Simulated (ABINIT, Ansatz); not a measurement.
# How the form of the self-energy moves the gap of Ba2CaMoO6 (Fm-3m), part 2 of 2

Aim: compare treatments of exchange, screening and correlation for the gap of Ba2CaMoO6 (Fm-3m).

ABINIT 10.8.3; LDA and many-body steps on it, plane waves. Known limits of the many-body steps: not at the basis limit; no spin-orbit coupling; coarse k mesh.

So far. Step 5 (G0W0, von der Linden-Horsch plasmon pole): Against G0W0 in ABINIT (2×2×2 mesh, 219 bands, screening to 141.5 eV, Godby-Needs plasmon pole), the gap moves by +0.097 eV. Step 6 (G0W0, Engel-Farid plasmon pole): Against G0W0 in ABINIT (2×2×2 mesh, 219 bands, screening to 141.5 eV, Godby-Needs plasmon pole), the gap moves by +0.053 eV.

## Step 7: One-shot Hartree-Fock

This step: one-shot Hartree-Fock on LDA, plane waves, norm-conserving pseudopotentials.

run.abi

```
acell 3*1.0 Angstrom
rprim 
  -0.000000000000 4.190056500000 4.190056500000
  4.190056500000 -0.000000000000 4.190056500000
  4.190056500000 4.190056500000 -0.000000000000
ntypat 4
znucl 56 20 42 8
natom 10
typat 1 1 2 3 4 4 4 4 4 4
xred 
  0.250000000000 0.250000000000 0.250000000000
  0.750000000000 0.750000000000 0.750000000000
  0.000000000000 0.000000000000 0.000000000000
  0.500000000000 0.500000000000 0.500000000000
  0.728140000000 0.271860000000 0.271860000000
  0.271860000000 0.728140000000 0.271860000000
  0.271860000000 0.728140000000 0.728140000000
  0.728140000000 0.271860000000 0.728140000000
  0.271860000000 0.271860000000 0.728140000000
  0.728140000000 0.728140000000 0.271860000000
pp_dirpath "pseudos"
pseudos "Ba.upf, Ca.upf, Mo.upf, O.upf"
ecut 36
ngkpt 2 2 2
nshiftk 1
shiftk 0 0 0
kptopt 1
chksymbreak 0
istwfk *1
occopt 1
irdwfk 1
optdriver 4
nband 44
gwcalctyp 5
ecutsigx 36
symsigma 1
nkptgw 2
kptgw 
  0.0000000000 0.0000000000 0.0000000000
  0.5000000000 0.5000000000 0.0000000000
bdgw 
  38 43
  38 43
ixc_sigma 40
fftgw 31
indata_prefix "in"
outdata_prefix "out"
tmpdata_prefix "tmp"
```

The run is started by

```sh
$ OMP_NUM_THREADS=1 mpirun -n 4 abinit run.abi > log
```

Numbers of over 12 decimals in the logs are rounded to 6 here.

The program printed:

```text
.Version 10.8.3 of ABINIT. v10.8.2 released Aug 2026.

 Symmetries : space group Fm -3 m (#225); Bravais cF (face-center cubic)
[... echo of the input left out ...]
== DATASET  1 ==================================================================
-   mpi_nproc: 4, omp_nthreads: 1 (-1 if OMP is not activated)

--- !DatasetInfo
iteration_state: {dtset: 1, }
dimensions: {natom: 10, nkpt: 3, mband: 44, nsppol: 1, nspinor: 1, nspden: 1, mpw: 10272, }
cutoff_energies: {ecut:  36.0, pawecutdg:  -1.0, }
[...]
Band     E0 <VxcDFT>   SigX SigC(E0)      Z dSigC/dE  Sig(E)    E-E0       E
[...]
42   8.987 -19.494 -13.929   0.000   1.000   0.000 -13.929   5.565  14.552
       43   8.987 -19.494 -13.929   0.000   1.000   0.000 -13.929   5.565  14.552

== END DATASET(S) ==============================================================
================================================================================

 -outvars: echo values of variables after computation  --------
           etotal      0.0000000000E+00
            nband          44
             nkpt           3
          spgroup         225
 [... the other variables as echoed above ...]

 Calculation completed.
```

It took 6.6 s on 4 MPI ranks of Arm Neoverse V1, shared host; peak memory 1.5 GiB; 26 s of CPU time.

This step gave:

- quasiparticle gap on the points computed: 12.38 eV
- starting gap on the mesh: 2.125 eV
- k of the valence top: 0, 0, 0
- k of the conduction bottom: 0.5, 0.5, 0
- least direct quasiparticle gap on the computed points: 12.40 eV

Against G0W0 in ABINIT (2×2×2 mesh, 219 bands, screening to 141.5 eV, Godby-Needs plasmon pole), the gap moves by +8.676 eV.

## Step 8: Screening, 2×2×2 mesh, 219 bands, screening to 141.5 eV

This step: RPA screening on LDA, plane waves, norm-conserving pseudopotentials.

run.abi, as its differences from that of step 7:

```diff
@@ -31,16 +31,14 @@
 irdwfk 1
-optdriver 4
-nband 44
-gwcalctyp 5
-ecutsigx 36
-symsigma 1
-nkptgw 2
-kptgw 
-  0.0000000000 0.0000000000 0.0000000000
-  0.5000000000 0.5000000000 0.0000000000
-bdgw 
-  38 43
-  38 43
-ixc_sigma 40
-fftgw 31
+optdriver 3
+nband 219
+ecuteps 5.2
+inclvkb 2
+awtr 1
+symchi 1
+gwcalctyp 2
+nfreqre 16
+freqremax 40 eV
+nfreqim 8
+spmeth 1
+nomegasf 120
 indata_prefix "in"
```

The program printed:

```text
.Version 10.8.3 of ABINIT. v10.8.2 released Aug 2026.

 Symmetries : space group Fm -3 m (#225); Bravais cF (face-center cubic)
[... echo of the input left out ...]
== DATASET  1 ==================================================================
-   mpi_nproc: 4, omp_nthreads: 1 (-1 if OMP is not activated)

--- !DatasetInfo
iteration_state: {dtset: 1, }
dimensions: {natom: 10, nkpt: 3, mband: 219, nsppol: 1, nspinor: 1, nspden: 1, mpw: 10272, }
cutoff_energies: {ecut:  36.0, pawecutdg:  -1.0, }
electrons: {nelect:   8.00000000E+01, charge:   0.00000000E+00, occopt:   1.00000000E+00, tsmear:   1.00000000E-02, }

 SCREENING: Calculation of the susceptibility and dielectric matrices

 Based on a program developped by R.W. Godby, V. Olevano, G. Onida, and L. Reining.
 Incorporated in ABINIT by V. Olevano, G.-M. Rignanese, and M. Torrent.
.Using double precision arithmetic ; gwpc =  8

[... cell and pseudopotentials left out ...]
--------------------------------------------------------------------------------

 ==== K-mesh for the wavefunctions ====
 Number of points in the irreducible wedge :     3
[... list of points left out ...]
 Together with 48 symmetry operations and time-reversal symmetry
 yields     8 points in the full Brillouin Zone.

 ==== Q-mesh for the screening function ====
 Number of points in the irreducible wedge :     3
[... list of points left out ...]
 Together with 48 symmetry operations and time-reversal symmetry
 yields     8 points in the full Brillouin Zone.

 setmesh: FFT mesh size selected  =    45x   45x   45
          total number of points  =        91125

 vcoul_init : cutoff-mode = AUXILIARY_FUNCTION
 q-points for optical limit:   1
     1)      0.000010    0.000020    0.000030

- screening: taking advantage of time-reversal symmetry
- Maximum band index for partially occupied states nbvw = 40
- Remaining bands to be divided among processors   nbcw = 179
- Number of bands treated by each node ~44

 Number of electrons calculated from density =   80.0000; Expected =   80.0000
 average of density, n =  0.080576
 r_s =    1.4363
 omega_plasma =   27.3815 [eV]

 calculating chi0 at frequencies [eV] :
  1    0.000000E+00    0.000000E+00
  2    2.666667E+00    0.000000E+00
  3    5.333333E+00    0.000000E+00
[...]
23    0.000000E+00    6.973595E+01
 24    0.000000E+00    9.818898E+01

--------------------------------------------------------------------------------
  q-point number  1        q = ( 0.000000, 0.000000, 0.000000) [r.l.u.]
--------------------------------------------------------------------------------
[... chi0 elements left out ...]
  [... further frequencies ...]

 No. of calculated frequencies >  15, stop printing
 For q-point:  0.000010 0.000020 0.000030
  dielectric constant =   5.3436
  dielectric constant without local fields =   6.5585

  Average fulfillment of the sum rule on Im[epsilon] for q-point    1 :     64.74  [%]
[... wings left out ...]
  q-point number  2        q = ( 0.500000, 0.000000, 0.000000) [r.l.u.]
--------------------------------------------------------------------------------
[... chi0 elements left out ...]
  [... further frequencies ...]

 No. of calculated frequencies >  15, stop printing
  Average fulfillment of the sum rule on Im[epsilon] for q-point    2 :     69.86  [%]

 [... 1 further q-points ...]
```

Wall time 2.4 min (4 MPI ranks); peak memory 4.2 GiB; 9.7 min of CPU time.

This step gave:

| Property | Result |
| --- | --- |
| ε∞ with local fields, on this mesh, along the program's q direction | 5.344 |
| the same without local fields | 6.559 |
| plasma frequency | 27.38 eV |
| plane waves in the screening matrix | 537 |

## Step 9: G0W0, contour deformation

This step: G0W0 on LDA, plane waves, norm-conserving pseudopotentials.

run.abi, as its differences from that of step 8:

```diff
@@ -31,14 +31,16 @@
 irdwfk 1
-optdriver 3
+optdriver 4
 nband 219
+gwcalctyp 2
+ecutsigx 36
+symsigma 1
+nkptgw 2
+kptgw 
+  0.0000000000 0.0000000000 0.0000000000
+  0.5000000000 0.5000000000 0.0000000000
+bdgw 
+  38 43
+  38 43
 ecuteps 5.2
-inclvkb 2
-awtr 1
-symchi 1
-gwcalctyp 2
-nfreqre 16
-freqremax 40 eV
-nfreqim 8
-spmeth 1
-nomegasf 120
+irdscr 1
 indata_prefix "in"
```

The program printed:

```text
.Version 10.8.3 of ABINIT. v10.8.2 released Aug 2026.

 Symmetries : space group Fm -3 m (#225); Bravais cF (face-center cubic)
[... echo of the input left out ...]
== DATASET  1 ==================================================================
-   mpi_nproc: 4, omp_nthreads: 1 (-1 if OMP is not activated)

--- !DatasetInfo
iteration_state: {dtset: 1, }
dimensions: {natom: 10, nkpt: 3, mband: 219, nsppol: 1, nspinor: 1, nspden: 1, mpw: 10272, }
cutoff_energies: {ecut:  36.0, pawecutdg:  -1.0, }
[...]
Band     E0 <VxcDFT>   SigX SigC(E0)      Z dSigC/dE  Sig(E)    E-E0       E
[...]
43   8.987 -19.494 -13.929  -3.360   0.743  -0.345 -17.855   1.639  10.626
       43   0.000   0.000   0.000  -0.005   0.000   0.000  -0.004  -0.004  -0.004

== END DATASET(S) ==============================================================
================================================================================

 -outvars: echo values of variables after computation  --------
           etotal      0.0000000000E+00
            nband         219
             nkpt           3
          spgroup         225
 [... the other variables as echoed above ...]

 Calculation completed.
```

The job ended after 25 s (4 MPI ranks; peak memory 2.7 GiB; 99 s of CPU time).

This step gave:

```yaml
g0w0_gap_on_the_points_computed: 3.663 eV
starting_gap_on_the_mesh: 2.125 eV
k_of_the_valence_top: 0, 0, 0
k_of_the_conduction_bottom: 0.5, 0.5, 0
least_direct_g0w0_gap_on_the_computed_points: 3.732 eV
```

Against G0W0 in ABINIT (2×2×2 mesh, 219 bands, screening to 141.5 eV, Godby-Needs plasmon pole), the gap moves by −0.044 eV.

## Step 10: The runs together

Times are wall times on 4 MPI ranks of Arm Neoverse V1, shared host, good to a factor of about two. A run's time includes the screening step that it read.

| run | mesh | bands | screening cutoff (eV) | DFT gap (eV) | gap on the mesh (eV) | direct (eV) | ε∞ used | time |
| --- | --- | --- | --- | --- | --- | --- | --- | --- |
| G0W0, Godby-Needs plasmon pole | 2×2×2 | 219 | 141.5 | 2.125 | 3.707 | 3.779 | 5.28 | 2.5 min |
| G0W0, von der Linden-Horsch plasmon pole | 2×2×2 | 219 | 141.5 | 2.125 | 3.804 | 3.883 | 5.28 | 2.1 min |
| G0W0, Engel-Farid plasmon pole | 2×2×2 | 219 | 141.5 | 2.125 | 3.760 | 3.834 | 5.28 | 2.1 min |
| one-shot Hartree-Fock | 2×2×2 | - | - | 2.125 | 12.383 | 12.400 | - | 6.6 s |
| G0W0, contour deformation | 2×2×2 | 219 | 141.5 | 2.125 | 3.663 | 3.732 | 5.34 | 2.8 min |

## Step 11: Summary of results

```yaml
g0w0_godby_needs_plasmon_pole: 3.707 eV
g0w0_von_der_linden_horsch_plasmon_pole: 3.804 eV
g0w0_engel_farid_plasmon_pole: 3.760 eV
one_shot_hartree_fock: 12.383 eV
g0w0_contour_deformation: 3.663 eV
known_limits: not at the basis limit; no spin-orbit coupling; coarse k mesh
```

What this shows: G0W0, von der Linden-Horsch plasmon pole: +0.097 eV against G0W0, Godby-Needs plasmon pole. G0W0, Engel-Farid plasmon pole: +0.053 eV against G0W0, Godby-Needs plasmon pole. One-shot Hartree-Fock: +8.676 eV against G0W0, Godby-Needs plasmon pole. G0W0, contour deformation: −0.044 eV against G0W0, Godby-Needs plasmon pole. Bare exchange alone opens the gap to 12.38 eV; against G0W0, correlation takes back 8.68 eV. Bands and cutoff are finite, so the gap is not at the basis limit. The miss can reach some tenths of an eV and take either sign; the mesh is an error of its own. In the G0W0 runs levels were corrected at 2 k points alone, so a gap called «on the mesh» is the least over those, and an edge elsewhere would be missed. The 2×2×2 mesh is coarse for this cell, which bears on the long-range parts of exchange and screening. The many-body steps are scalar-relativistic: spin-orbit coupling is not in them.

[Paths, hosts, dates, memory and timing lines, banners, echoed tables and standing remarks are left out of the program output.]

[Logs are printed without paths, hosts, clocks, repeated set-up lines and the standing remarks that a program may print on its own settings, such as how far it seeks lower states.]

[Runs of the session that timed out or met a known fault of the program may be left out.]

[Hosts, paths, dates, database ids (printed as entryN), source tags and the programs' standing remarks are cut or masked in the printed files.]

[G0W0 gaps are taken among the corrected bands and points alone; a level outside them can change the order at an edge.]

[Where Ansatz stands beside ABINIT at settings called matched, ABINIT's density can come from a denser mesh and the files from another edition; pairs whose starting gaps differed by over 0.03 eV were left out, so agreement reads better than it is.]
